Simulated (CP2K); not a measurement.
The C K edge of triflate was computed by TDDFT (CP2K XAS_TDP, aug-cc-pVDZ, TDA) at these levels: BHandHLYP, PBEh(45%) and PBEh(45%) + GW2X. The first three lines of C5 (bonded to 3 F and S) with a strength over 0.0015, energy in eV and strength:

```csv
run,first,second,third
1,291.40 (0.091),291.52 (0.091),292.86 (0.077)
2,289.43 (0.085),289.56 (0.085),290.87 (0.070)
3,295.73 (0.083),295.86 (0.084),297.17 (0.068)
```

Which run is which?

Run 1: BHandHLYP (50 % exact exchange). Run 2: PBEh(45%) (45 % exact exchange). Run 3: PBEh(45%) + GW2X (45 % exact exchange). Self-interaction lifts the core level, so the uncorrected lines rise with the share of exact exchange. The GW2X run keeps the spacings of its parent: 0.13 eV between the first two lines in run 3, 0.13 eV in run 2. Its shift is +6.30 eV, since the Kohn–Sham level at this share of exchange lies that far above the quasiparticle level.

[Banner, clock and machine lines of the logs are left out without a mark of their own.]

[Logs are printed without paths, hosts, clocks, repeated set-up lines and the standing remarks that a program may print on its own settings, such as how far it seeks lower states.]

[Hosts, paths, dates, database ids (printed as entryN), source tags and the programs' standing remarks are cut or masked in the printed files.]
